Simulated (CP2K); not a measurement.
The C K edge of benzene was computed by TDDFT (CP2K XAS_TDP, aug-cc-pVDZ, TDA) at these levels: PBE0, PBEh(45%) and PBEh(45%) + GW2X. The first three lines of C1 (bonded to 2 C and H) with a strength over 0.0015, energy in eV and strength:

```csv
run,first,second,third
1,281.41 (0.052),284.19 (0.010),285.25 (0.003)
2,287.20 (0.051),289.98 (0.010),291.04 (0.003)
3,275.81 (0.039),277.59 (0.004),278.25 (0.002)
```

Which run is which?

Run 1: PBEh(45%) (45 % exact exchange). Run 2: PBEh(45%) + GW2X (45 % exact exchange). Run 3: PBE0 (25 % exact exchange). Self-interaction lifts the core level, so the uncorrected lines rise with the share of exact exchange. The GW2X run keeps the spacings of its parent: 2.78 eV between the first two lines in run 2, 2.78 eV in run 1. Its shift is +5.79 eV, since the Kohn–Sham level at this share of exchange lies that far above the quasiparticle level.

[Banner, clock and machine lines of the logs are left out without a mark of their own.]

[Logs are printed without paths, hosts, clocks, repeated set-up lines and the standing remarks that a program may print on its own settings, such as how far it seeks lower states.]

[Hosts, paths, dates, database ids (printed as entryN), source tags and the programs' standing remarks are cut or masked in the printed files.]
